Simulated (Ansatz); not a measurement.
# Phonons of LaAs (Fm-3m) against volume

Wanted: mode Grüneisen parameters of LaAs (Fm-3m).

Calculated with Ansatz 0.2.0; DFT PBEsol, scalar-relativistic, plane waves, PAW; PAW set soft_1.

**1. Set-up**

Symmetry: Fm-3m, No. 225, cubic system. Conventional cell: a = 6.110 Å, b = 6.110 Å, c = 6.110 Å, α = 90.00°, β = 90.00°, γ = 90.00°. Nearest to La lie 6 As at 3.06 Å. As has 6 La at 3.06 Å nearest. Farther neighbours are not listed.

**2. Response at finite wavevector**

The cell comes from relaxations at this level that are not shown. Stability and thermal properties need the whole zone. Linear response on a 4×4×4 q mesh gives force constants as far as a supercell of that size would.

input.yaml

```yaml
crystal:
  lattice:
    - [0.0, 3.0551744597, 3.0551744597]
    - [3.0551744597, 0.0, 3.0551744597]
    - [3.0551744597, 3.0551744597, 0.0]
  atoms:
    - { symbol: La, position: [0.5, 0.5, 0.5] }
    - { symbol: As, position: [0.0, 0.0, 0.0] }
kpoints:
  mp_grid: { grid: [12, 12, 12] }
hamiltonian:
  xc: pbesol
  pseudopotentials: { kind: paw, azcp: { folder: soft_1 }, xc_functional: pbe }
scf:
  occupations: { method: methfessel_paxton, width: 0.2 }
output:
  eigenvalues: true
phonons:
  method: dfpt
  qmesh: [4, 4, 4]
  temperatures: { t_max: 1000, t_step: 50 }
  qpath:
    path:
      - [[0.0, 0.0, 0.0], [0.5, 0.0, 0.5], [0.625, 0.25, 0.625]]
      - [[0.375, 0.375, 0.75], [0.0, 0.0, 0.0], [0.5, 0.5, 0.5], [0.5, 0.25, 0.75], [0.5, 0.0, 0.5]]
    npoints: 10
```

The run is started by

```bash
ansatz run input.yaml --threads 4 --pin off --max-ram 10240MiB --backend cpu --events-out ev --progress --plain --runs-dir out
```

Numbers of over 12 decimals in the logs are rounded to 6 here.

What it wrote:

```text
Engine: ansatz 0.2.0, aarch64-unknown-linux-gnu
Pseudopotentials: kind: paw
Pseudopotential: La, paw, valence charge 11, recommended cutoff 420 eV (normal), soft_1/La.paw.azcp
Pseudopotential: As, paw, valence charge 15, recommended cutoff 420 eV (normal), soft_1/As.paw.azcp
Functional definition: PBEsol
  exchange = pbesol_x
  correlation = pbesol_c
Crystal: 2 atoms, lattice volume = 57.035 Å³
Basis set: ecut = 420 eV, 1139 PW (Γ), exchange–correlation on 60×60×60 points (8 copies of the dense FFT grid, shifted against one another)
Bands: 17, of which v1, the nominal top of the filled ones, is band 13 counted from 1 (12 counted from 0)
Symmetry: 48 space group operations
k-points: 72 of 1728
Non-local potential: La, projectors of the file, l = 0: 3, l = 1: 2, l = 2: 2, l = 3: 3
Non-local potential: As, projectors of the file, l = 0: 2, l = 1: 2, l = 2: 3, l = 3: 1
PAW form: soft (Blöchl's): semilocal exchange-correlation on the pseudo side does not see the compensation charge
PAW frozen core: La, regenerated for the run's functional, and the local potential with it (the file was generated under x = pbe(κ = 0.804, μ = 0.219515), c = pbe(β = 0.066725))
PAW frozen core: As, regenerated for the run's functional, and the local potential with it (the file was generated under x = pbe(κ = 0.804, μ = 0.219515), c = pbe(β = 0.066725))
PAW one-centre angular grid: La, 590 points (default); XC on 64 Gauss nodes
PAW one-centre angular grid: As, 590 points (default); XC on 64 Gauss nodes
Initial density: superposition of atomic densities (chi_scale 0.1, normalization cell, long waves kept (reshape's long-wave potential 0.00 eV rms))
Initial wavefunctions: pseudopotential atomic-orbital guess
Functional: x = pbesol(κ = 0.804, μ = 0.123457), c = pbesol(β = 0.046)
SCF iter   1: F=—  HF=-10977.926876 eV  |F-HF|=—  |Δ(HF+E_count)|=         —  Δρ=3.71e-2  dr2=1.05e0  ethr=3.10e-3  ⟨swp⟩=3.6  Hψ=4496  notcnv=0
preconditioner: auto → Kerker (q_TF=auto, 2.393 Å⁻¹)  [metal: Δε(μ)=0.095 eV  Ē_g=10.544 eV  σ=0.200 eV  W_gap=0.38  n_scr=14 (ndim 8)  ℏωp=18.4 eV  f_vac=0.000  D(μ)=0.30/eV (n_scr^D=0)]
SCF iter   2: F=—  HF=-10977.653525 eV  |F-HF|=—  |Δ(HF+E_count)|=   2.73e-1  S|Δr|=    0.00e0  Δρ=2.03e-2  dr2=2.35e-1  ethr=3.10e-3  ⟨swp⟩=3.6  Hψ=3040  notcnv=0
SCF iter   3: F=—  HF=-10977.580077 eV  |F-HF|=—  |Δ(HF+E_count)|=   7.34e-2  S|Δr|=    0.00e0  Δρ=6.79e-3  dr2=2.54e-2  ethr=9.04e-4  ⟨swp⟩=2.0  Hψ=2449  notcnv=0
SCF iter   4: F=—  HF=-10977.573590 eV  |F-HF|=—  |Δ(HF+E_count)|=   6.49e-3  S|Δr|=    0.00e0  Δρ=2.33e-3  dr2=5.58e-3  ethr=9.78e-5  ⟨swp⟩=2.0  Hψ=2311  notcnv=0
SCF iter   5: F=—  HF=-10977.573400 eV  |F-HF|=—  |Δ(HF+E_count)|=   1.89e-4  S|Δr|=    0.00e0  Δρ=8.67e-4  dr2=7.08e-4  ethr=2.15e-5  ⟨swp⟩=2.8  Hψ=2194  notcnv=0
SCF iter   6: F=—  HF=-10977.573397 eV  |F-HF|=—  |Δ(HF+E_count)|=   3.78e-6  S|Δr|=    0.00e0  Δρ=1.96e-4  dr2=3.04e-5  ethr=2.72e-6  ⟨swp⟩=2.3  Hψ=2162  notcnv=0
SCF iter   7: F=—  HF=-10977.573398 eV  |F-HF|=—  |Δ(HF+E_count)|=   1.02e-6  S|Δr|=    0.00e0  Δρ=4.02e-5  dr2=9.65e-7  ethr=1.17e-7  ⟨swp⟩=2.0  Hψ=2159  notcnv=0
SCF iter   8: F=—  HF=-10977.573398 eV  |F-HF|=—  |Δ(HF+E_count)|=   4.78e-7  S|Δr|=    0.00e0  Δρ=5.86e-6  dr2=2.33e-8  ethr=3.71e-9  ⟨swp⟩=2.6  Hψ=1983  notcnv=0
SCF iter   9: F=—  HF=-10977.573398 eV  |F-HF|=—  |Δ(HF+E_count)|=  3.17e-10  S|Δr|=    0.00e0  Δρ=7.50e-7  dr2=2.65e-10  ethr=8.96e-11  ⟨swp⟩=2.0  Hψ=2166  notcnv=0
SCF iter  10: F=-10977.573398 eV  HF=-10977.573398 eV  |F-HF|=1.82e-12  |Δ(HF+E_count)|=  8.91e-11  S|Δr|=    0.00e0  Δρ=6.09e-8  dr2=1.31e-12  ethr=1.00e-12  ⟨swp⟩=5.4  Hψ=7120  notcnv=0
SCF 1 converged in 10 iterations: F = -10977.573398 eV  dr2 = 1.31e-12
  greatest PAW one-centre occupation: 0.999 electrons in one spin orbital (limit 2), on the As atom at site 1 (counted from 0), in its partial waves of l = 2
Initial density: read from a saved state, or passed on in memory by an earlier SCF of this step, an earlier step, the calling program or the single point that the run made first
iter 1 solved again at ethr=5.03e-8 eV; its pass at ethr=3.10e-3 eV (dr2=1.31e-5 eV) is discarded
SCF iter   1: F=—  HF=-10977.573398 eV  |F-HF|=—  |Δ(HF+E_count)|=         —  Δρ=2.80e-7  dr2=1.47e-11  ethr=5.03e-8  ⟨swp⟩=3.4  Hψ=9039  notcnv=0
eigensolver tolerance schedule: the retry pair's looser diagonalisation over-reported the residual by 892145.97 of it (diagonalisation noise at an unbounded share of the residual, at the tolerance the schedule requests for it); recorded, not acted on — ethr = c·dr2/N_el stays at c = 1.0e-1
preconditioner: auto → Kerker (q_TF=auto, 2.393 Å⁻¹)  [metal: Δε(μ)=0.102 eV  Ē_g=10.975 eV  σ=0.200 eV  W_gap=0.39  n_scr=14 (ndim 8)  ℏωp=18.4 eV  f_vac=0.000  D(μ)=0.17/eV (n_scr^D=0)]
SCF iter   2: F=—  HF=-10977.573398 eV  |F-HF|=—  |Δ(HF+E_count)|=   4.02e-7  S|Δr|=    0.00e0  Δρ=1.50e-7  dr2=6.98e-12  ethr=1.00e-12  ⟨swp⟩=2.2  Hψ=5777  notcnv=0
SCF iter   3: F=-10977.573398 eV  HF=-10977.573398 eV  |F-HF|=1.82e-12  |Δ(HF+E_count)|=    0.00e0  S|Δr|=    0.00e0  Δρ=1.05e-7  dr2=2.82e-12  ethr=1.00e-12  ⟨swp⟩=2.0  Hψ=3061  notcnv=0
SCF 2 converged in 3 iterations: F = -10977.573398 eV  dr2 = 2.82e-12
phonons: the bands overlap, so this run is a metal and interpolates without the dipole-dipole term. If the crystal is really an insulator or semiconductor, its LO-TO splitting is missing
NSCF: frozen V_eff on 72 k-points
NSCF: frozen V_eff on 163 k-points
DFPT response loops at q = (0, 0, 0) (fractional): preconditioner auto → Kerker (q_TF=auto, 2.393 Å⁻¹) (partly filled bands, converged f_vac=0.000); β = 1.00, the filter's whole step (`scf.mixing.beta` (0.50) is not read by the response loops under this deck's `scf.mixing.preconditioner`; to damp them name `kerker` or `kerker_dos`, under which they read `scf.mixing.beta`, and type it under 1.00, their step now; both keys bind the ground state too); Broyden in place of MSR1
NSCF: frozen V_eff on 1872 k-points
DFPT response loops at q = (0, 0, 0.25) (fractional): mixed as the last ones told, above
NSCF: frozen V_eff on 952 k-points
DFPT response loops at q = (0, 0, -0.5) (fractional): mixed as the last ones told, above
NSCF: frozen V_eff on 1020 k-points
DFPT response loops at q = (0, 0.25, 0.25) (fractional): mixed as the last ones told, above
NSCF: frozen V_eff on 3456 k-points
DFPT response loops at q = (0, 0.25, -0.5) (fractional): mixed as the last ones told, above
NSCF: frozen V_eff on 1872 k-points
DFPT response loops at q = (0, 0.25, -0.25) (fractional): mixed as the last ones told, above
NSCF: frozen V_eff on 560 k-points
DFPT response loops at q = (0, -0.5, -0.5) (fractional): mixed as the last ones told, above
NSCF: frozen V_eff on 1020 k-points
DFPT response loops at q = (0.25, -0.5, -0.25) (fractional): mixed as the last ones told, above
SCF converged after 10 iterations
Stability not checked: this state was not tested for a lower state beside it, because cold or Methfessel-Paxton smearing, or corrected tetrahedra, fill the levels in a way that the test cannot read (fill_not_monotonic; see scf.lower_state_search)
Free energy (F): -10977.573398 eV
Harris-Foulkes:  -10977.573398 eV  (|F-HF|=1.82e-12)
Internal energy: -10977.575389 eV  (E = F + TS)
E sigma→0 (E₀):  -10977.573896 eV
Entropy (-TS):   0.001991 eV (0.995 meV/atom)
Fermi energy:    9.819322 eV
Step filling:    the computed levels leave a gap of 0.0000 eV = 0.0 smearing widths at the electron count; against every level under it full and every level over it empty, smearing changes F+E_penalty+E_count by +0.513 meV and its σ→0 estimate by +0.016 meV
--- Per-component energies (eV) ---
  E_band       = -269.182516
  E_kinetic    = 283.973723
  E_local      = -2465.141721  (includes V_loc(G=0)·N_el)
  E_nonlocal   = -303.090971
  E_hartree    = 1311.179285
  E_xc         = -212.520334
  E_vxc        = -219.291957  (∫ρ·V_xc dr)
  E_paw        = -7300.169955  (= ΣΔE_a)
  E_vpaw       = -187.990179  (= ΣTr[D̂ρ^β])
  E_aug_tail   = -0.000009  (compensation charges beyond the density's cutoff)
  E_ewald      = -2292.940873
  E_core_change = 1.135466  (= ΣΔE_core)
  E_smearing   = 0.001991  (= −TS)
  E_closure    = -0.000000  (closes the sum)
  Σ components = -10977.573398   (vs F -10977.573398, Δ=0.00e0)
--- Band table (eV; the first three rows and the last of 72) ---
  k-point 0: bands = [... 9 lower, -0.0870, 9.9573, 9.9573, 9.9573, 11.4691, 11.4691, 11.4691, 12.2405]
  k-point 1: bands = [... 9 lower, 0.0049, 9.5622, 9.7265, 9.7265, 11.4676, 11.5655, 11.5655, 12.3480]
  k-point 2: bands = [... 9 lower, 0.2546, 8.7607, 9.2530, 9.2530, 11.4745, 11.7984, 11.7984, 12.5220]
  k-point 71: bands = [... 9 lower, 0.6622, 8.0701, 8.6987, 8.6987, 11.9079, 11.9079, 12.5679, 12.5679]
--- Phonons (Γ-DFPT): 2 representative perturbations + reference (Σ response iterations 6) ---
  ASR residual: 4.739e-5 → 0.000e0 eV/Å²; symmetrization residual: 1.260e-6 eV/Å²
  ASR residual per site (eV/Å²): 4.74e-5 1.18e-5
  Γ frequencies (cm⁻¹): 0.00 0.00 0.00 125.72 125.72 125.72
--- Phonons (arbitrary-q DFPT): 8 irreducible q on the 4×4×4 mesh ---
  q = [0.0000, 0.0000, 0.0000] (star 1, of the zone-centre solve; hermiticity 8.91e-7, symmetrization 9.66e-12): -0.00 0.00 0.00 125.72 125.72 125.72
  q = [0.0000, 0.0000, 0.2500] (star 8, 2 solved perturbations on 936 of 1728 k-point pairs; hermiticity 6.54e-8, symmetrization 2.92e-12): 66.57 66.57 95.48 139.35 139.35 188.81
  q = [0.0000, 0.0000, -0.5000] (star 4, 2 solved perturbations on 476 of 1728 k-point pairs; hermiticity 1.06e-13, symmetrization 1.64e-12): 99.31 99.31 136.08 136.08 160.54 168.59
  q = [0.0000, 0.2500, 0.2500] (star 6, 4 solved perturbations in 1608 linear systems a pass and spin channel, the states on 510 of 1728 k-point pairs; hermiticity 3.33e-7, symmetrization 1.29e-12): 52.08 52.08 113.19 139.12 139.12 165.41
  q = [0.0000, 0.2500, -0.5000] (star 24, 4 solved perturbations in 5328 linear systems a pass and spin channel, the states on 1728 of 1728 k-point pairs; hermiticity 3.49e-7, symmetrization 1.37e-12): 89.97 101.39 122.41 137.49 148.41 163.98
  q = [0.0000, 0.2500, -0.2500] (star 12, 4 solved perturbations in 2892 linear systems a pass and spin channel, the states on 936 of 1728 k-point pairs; hermiticity 5.46e-7, symmetrization 2.10e-12): 75.35 99.57 136.75 137.22 150.78 167.94
  q = [0.0000, -0.5000, -0.5000] (star 3, 4 solved perturbations in 886 linear systems a pass and spin channel, the states on 280 of 1728 k-point pairs; hermiticity 9.59e-7, symmetrization 5.00e-13): 77.73 77.73 111.63 133.74 133.74 152.31
  q = [0.2500, -0.5000, -0.2500] (star 6, 4 solved perturbations in 1544 linear systems a pass and spin channel, the states on 510 of 1728 k-point pairs; hermiticity 6.53e-7, symmetrization 7.01e-13): 95.65 95.65 125.40 147.96 150.91 150.91
  sum rule: each row above includes the acoustic sum rule's correction from the zone centre's row sums; it moved no ω² by more than (0.30 cm⁻¹)²
  mesh force constants: q→R imaginary residual 2.44e-18; ASR residual 4.739e-5 → 0.000e0 eV/Å²; symmetrization residual 2.665e-15 eV/Å²
  interpolated dispersion: 62 rows × 6 modes
  density of states and harmonic sums: on the 20×20×20 q-mesh, interpolated from the force constants of a 4×4×4 supercell (no non-analytic term)
  largest difference from the sums on the solved wave vectors: F 1.29e-2 eV, S 1.69e-5 and C_V 4.01e-6 eV/K
  zero-point energy: 0.045902 eV/cell   skipped modes (ω ≤ 0): 3   left out of the sums: 6.25e-5 of the cell's modes: C_V's classical limit lies that fraction below 3 k_B per atom; for a crystal, a wire or a layer, F and S can be off by more, and a phonons.interpolated_qmesh denser along its periods is the remedy for the sampling
```

Elapsed: 6.9 min, on 4 threads of Arm Neoverse V1, shared host; peak memory 4.4 GiB.

This step gave:

- volume per atom: 28.52 Å³
- gap on the k-mesh: 0 eV
- sum-rule residual before enforcement: 4.74e-5 eV/Å²
- lowest frequency on the path: 0 cm⁻¹
- point group: m-3m
- highest frequency on the path or at a solved wavevector: 194 cm⁻¹
- mean frequency: 123.4 cm⁻¹
- Debye temperature (second moment): 237 K
- logarithmic mean frequency: 118 cm⁻¹
- highest optical mode at the zone centre (no LO-TO term): 125.7 cm⁻¹
- lowest optical zone-centre mode: 125.7 cm⁻¹
- lowest mode on the q mesh (acoustic modes at Γ apart): 52.08 cm⁻¹
- zero-point energy per atom: 22.95 meV
- heat capacity at 300 K: 24.18 J/(mol atoms K)
- vibrational entropy at 300 K: 39.53 J/(mol atoms K)

Frequencies (cm⁻¹) solved at each irreducible wavevector; negative means imaginary. Frequencies by wavevector, by row:

| q in reciprocal lattice units | star | mode 1 | mode 2 | mode 3 | mode 4 | mode 5 | mode 6 |
| --- | --- | --- | --- | --- | --- | --- | --- |
| 0 0 0 | 1 | 0 | 0 | 0 | 125.7 | 125.7 | 125.7 |
| 0 0 0.25 | 8 | 66.6 | 66.6 | 95.5 | 139.3 | 139.3 | 188.8 |
| 0 0 -0.5 | 4 | 99.3 | 99.3 | 136.1 | 136.1 | 160.5 | 168.6 |
| 0 0.25 0.25 | 6 | 52.1 | 52.1 | 113.2 | 139.1 | 139.1 | 165.4 |
| 0 0.25 -0.5 | 24 | 90 | 101.4 | 122.4 | 137.5 | 148.4 | 164 |
| 0 0.25 -0.25 | 12 | 75.3 | 99.6 | 136.8 | 137.2 | 150.8 | 167.9 |
| 0 -0.5 -0.5 | 3 | 77.7 | 77.7 | 111.6 | 133.7 | 133.7 | 152.3 |
| 0.25 -0.5 -0.25 | 6 | 95.7 | 95.7 | 125.4 | 148 | 150.9 | 150.9 |

Symmetry leaves 8 wavevectors to solve. The lowest mode among them, the acoustic zeros apart, lies at q = (0, 0.25, 0.25) and is real, 52.1 cm⁻¹.

**3. Relaxing at another volume, volume ratio 0.97**

The volume is scaled by 0.97 and held; symmetry leaves nothing to relax, so this is a single point. The modes can then be followed against volume.

input.yaml, the sections that differ from step 2:

```yaml
crystal:
  lattice:
    - [0.0, 3.0243120016, 3.0243120016]
    - [3.0243120016, 0.0, 3.0243120016]
    - [3.0243120016, 3.0243120016, 0.0]
  atoms:
    - { symbol: La, position: [0.5, 0.5, 0.5] }
    - { symbol: As, position: [0.0, 0.0, 0.0] }
output:
  forces: true
  stress: true
  eigenvalues: true
# kpoints, hamiltonian, scf: as in step 2
# phonons: removed
```

What it wrote:

```text
[...]
Crystal: 2 atoms, lattice volume = 55.324 Å³
Basis set: ecut = 420 eV, 1067 PW (Γ), exchange–correlation on 60×60×60 points (8 copies of the dense FFT grid, shifted against one another)
Bands: 17, of which v1, the nominal top of the filled ones, is band 13 counted from 1 (12 counted from 0)
Symmetry: 48 space group operations
[...]
k-points: 72 of 1728
[...]
--- Band table (eV; the first three rows and the last of 72) ---
  k-point 0: bands = [... 9 lower, 0.2328, 10.3540, 10.3540, 10.3540, 11.8565, 11.8565, 11.8565, 12.7175]
  k-point 1: bands = [... 9 lower, 0.3338, 9.9514, 10.1117, 10.1117, 11.8618, 11.9586, 11.9586, 12.8316]
  k-point 2: bands = [... 9 lower, 0.6068, 9.1337, 9.6185, 9.6185, 11.8773, 12.2066, 12.2066, 13.0209]
  k-point 71: bands = [... 9 lower, 1.0218, 8.4119, 9.1021, 9.1021, 12.3482, 12.3482, 13.0774, 13.0774]
[key lines of the parts left out:]
SCF converged after 8 iterations
Free energy (F): -10977.561438 eV
Fermi energy:    10.203760 eV
P = ⅓ Tr σ = 2.2979 GPa (22.979 kbar)
```

Wall time 1.4 s (4 threads); peak memory 0.41 GiB.

Numbers from this step:

- pressure: 2.298 GPa
- volume per atom: 27.66 Å³

The run ends at a pressure of 2.30 GPa.

**4. Phonons at the other volume, volume ratio 0.97**

The phonons are repeated at this volume on the same k and q meshes.

input.yaml, as its differences from that of step 3:

```diff
@@ -16,4 +16,11 @@
 output:
-  forces: true
-  stress: true
   eigenvalues: true
+phonons:
+  method: dfpt
+  qmesh: [4, 4, 4]
+  temperatures: { t_max: 1000, t_step: 50 }
+  qpath:
+    path:
+      - [[0.0, 0.0, 0.0], [0.5, 0.0, 0.5], [0.625, 0.25, 0.625]]
+      - [[0.375, 0.375, 0.75], [0.0, 0.0, 0.0], [0.5, 0.5, 0.5], [0.5, 0.25, 0.75], [0.5, 0.0, 0.5]]
+    npoints: 10
```

What it wrote:

```text
[...]
Crystal: 2 atoms, lattice volume = 55.324 Å³
Basis set: ecut = 420 eV, 1067 PW (Γ), exchange–correlation on 60×60×60 points (8 copies of the dense FFT grid, shifted against one another)
Bands: 17, of which v1, the nominal top of the filled ones, is band 13 counted from 1 (12 counted from 0)
Symmetry: 48 space group operations
k-points: 72 of 1728
[...]
SCF iter   1: F=—  HF=-10977.917265 eV  |F-HF|=—  |Δ(HF+E_count)|=         —  Δρ=3.77e-2  dr2=1.03e0  ethr=3.10e-3  ⟨swp⟩=3.8  Hψ=4632  notcnv=0
[...]
SCF iter  10: F=-10977.561438 eV  HF=-10977.561438 eV  |F-HF|=3.64e-12  |Δ(HF+E_count)|=  6.91e-11  S|Δr|=    0.00e0  Δρ=6.15e-8  dr2=1.75e-12  ethr=1.00e-12  ⟨swp⟩=5.9  Hψ=7487  notcnv=0
the search or the solves at the SCF's close seem to have found levels that the self-consistency loop had missed (the run counts 1). By its estimate they hold under 1e-12 electrons; where the run keeps them, the occupations were computed again with them
SCF 1 converged in 10 iterations: F = -10977.561438 eV  dr2 = 1.75e-12
[...]
SCF iter   3: F=-10977.561438 eV  HF=-10977.561438 eV  |F-HF|=7.28e-12  |Δ(HF+E_count)|=  1.09e-11  S|Δr|=    0.00e0  Δρ=1.07e-7  dr2=4.07e-12  ethr=1.00e-12  ⟨swp⟩=3.2  Hψ=3152  notcnv=0
SCF 2 converged in 3 iterations: F = -10977.561438 eV  dr2 = 4.07e-12
[...]
NSCF: frozen V_eff on 72 k-points
[...]
SCF converged after 10 iterations
[...]
Free energy (F): -10977.561438 eV
[...]
Internal energy: -10977.563382 eV  (E = F + TS)
E sigma→0 (E₀):  -10977.561924 eV
Entropy (-TS):   0.001943 eV (0.972 meV/atom)
Fermi energy:    10.203731 eV
[...]
--- Band table (eV; the first three rows and the last of 72) ---
  k-point 0: bands = [... 9 lower, 0.2327, 10.3539, 10.3539, 10.3539, 11.8565, 11.8565, 11.8565, 12.7176]
  k-point 1: bands = [... 9 lower, 0.3337, 9.9513, 10.1117, 10.1117, 11.8618, 11.9586, 11.9586, 12.8317]
  k-point 2: bands = [... 9 lower, 0.6067, 9.1336, 9.6185, 9.6185, 11.8773, 12.2066, 12.2066, 13.0210]
  k-point 71: bands = [... 9 lower, 1.0217, 8.4119, 9.1020, 9.1020, 12.3483, 12.3483, 13.0775, 13.0775]
[...]
ASR residual: 4.955e-5 → 0.000e0 eV/Å²; symmetrization residual: 1.172e-6 eV/Å²
  ASR residual per site (eV/Å²): 4.95e-5 1.90e-5
  Γ frequencies (cm⁻¹): 0.00 0.00 0.00 134.70 134.70 134.70
--- Phonons (arbitrary-q DFPT): 8 irreducible q on the 4×4×4 mesh ---
[...]
interpolated dispersion: 62 rows × 6 modes
[...]
```

It took 6.8 min on 4 threads; peak memory 4.3 GiB; 27 min of CPU time.

Numbers from this step:

- sum-rule residual before enforcement: 4.95e-5 eV/Å²
- highest frequency on the path or at a solved wavevector: 199.9 cm⁻¹
- mean frequency: 129.3 cm⁻¹
- Debye temperature (second moment): 249 K
- logarithmic mean frequency: 123.2 cm⁻¹
- highest optical mode at the zone centre (no LO-TO term): 134.7 cm⁻¹
- lowest optical zone-centre mode: 134.7 cm⁻¹
- lowest mode on the q mesh (acoustic modes at Γ apart): 51.51 cm⁻¹
- zero-point energy per atom: 24.04 meV
- heat capacity at 300 K: 24.10 J/(mol atoms K)
- vibrational entropy at 300 K: 38.48 J/(mol atoms K)

Frequencies (cm⁻¹) solved at each irreducible wavevector; negative means imaginary. Frequencies by wavevector, by row:

| q in reciprocal lattice units | star | mode 1 | mode 2 | mode 3 | mode 4 | mode 5 | mode 6 |
| --- | --- | --- | --- | --- | --- | --- | --- |
| 0 0 0 | 1 | 0 | 0 | 0 | 134.7 | 134.7 | 134.7 |
| 0 0 0.25 | 8 | 70.5 | 70.5 | 98.7 | 147.9 | 147.9 | 194.8 |
| 0 0 -0.5 | 4 | 106.2 | 106.2 | 143.1 | 143.1 | 166.3 | 174.1 |
| 0 0.25 0.25 | 6 | 51.5 | 51.5 | 121.1 | 149 | 149 | 169.8 |
| 0 0.25 -0.5 | 24 | 93 | 104.9 | 125 | 146.8 | 158.1 | 172 |
| 0 0.25 -0.25 | 12 | 74.8 | 107 | 143.5 | 143.8 | 161.2 | 173 |
| 0 -0.5 -0.5 | 3 | 77.5 | 77.5 | 111.9 | 144.8 | 144.8 | 163.5 |
| 0.25 -0.5 -0.25 | 6 | 95.5 | 95.5 | 131.9 | 154.7 | 161.7 | 161.7 |

The highest optical mode at the zone centre (no LO-TO term) is 134.7 cm⁻¹, +9.0 cm⁻¹ against the base run.

(Continued in part 2 of 2.)

[Logs are printed without paths, hosts, clocks, repeated set-up lines and the standing remarks that a program may print on its own settings, such as how far it seeks lower states.]

[Hosts, paths, dates, database ids (printed as entryN), source tags and the programs' standing remarks are cut or masked in the printed files.]
